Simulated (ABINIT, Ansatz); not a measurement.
Planning a run of ABINIT 10.8.3 on ZnSe (Stilleite). The input:

```
acell 3*1.0 Angstrom
rprim 
  -0.000000000000 2.833800000000 2.833800000000
  2.833800000000 -0.000000000000 2.833800000000
  2.833800000000 2.833800000000 0.000000000000
ntypat 2
znucl 30 34
natom 2
typat 1 2
xred 
  0.000000000000 0.000000000000 0.000000000000
  0.250000000000 0.250000000000 0.250000000000
pp_dirpath "pseudos"
pseudos "Zn.upf, Se.upf"
ecut 39
ngkpt 6 6 6
nshiftk 1
shiftk 0 0 0
kptopt 1
chksymbreak 0
istwfk *1
occopt 1
irdwfk 1
optdriver 3
nband 60
ecuteps 4.2
inclvkb 2
awtr 1
symchi 1
indata_prefix "in"
outdata_prefix "out"
tmpdata_prefix "tmp"
```

```sh
OMP_NUM_THREADS=1 mpirun -n 4 abinit run.abi > log
```

Question: Estimate wall time and host memory on 4 MPI ranks of Arm Neoverse N1, shared host.

It took 3.9 min; on shared hardware allow 2 min to 7.9 min. Peak host memory was 1.3 GiB.

[Paths, hosts, dates, memory and timing lines, banners, echoed tables and standing remarks are left out of the program output.]

[Logs are printed without paths, hosts, clocks, repeated set-up lines and the standing remarks that a program may print on its own settings, such as how far it seeks lower states.]

[Runs of the session that timed out or met a known fault of the program may be left out.]

[Hosts, paths, dates, database ids (printed as entryN), source tags and the programs' standing remarks are cut or masked in the printed files.]

[G0W0 gaps are taken among the corrected bands and points alone; a level outside them can change the order at an edge.]

[Where Ansatz stands beside ABINIT at settings called matched, ABINIT's density can come from a denser mesh and the files from another edition; pairs whose starting gaps differed by over 0.03 eV were left out, so agreement reads better than it is.]
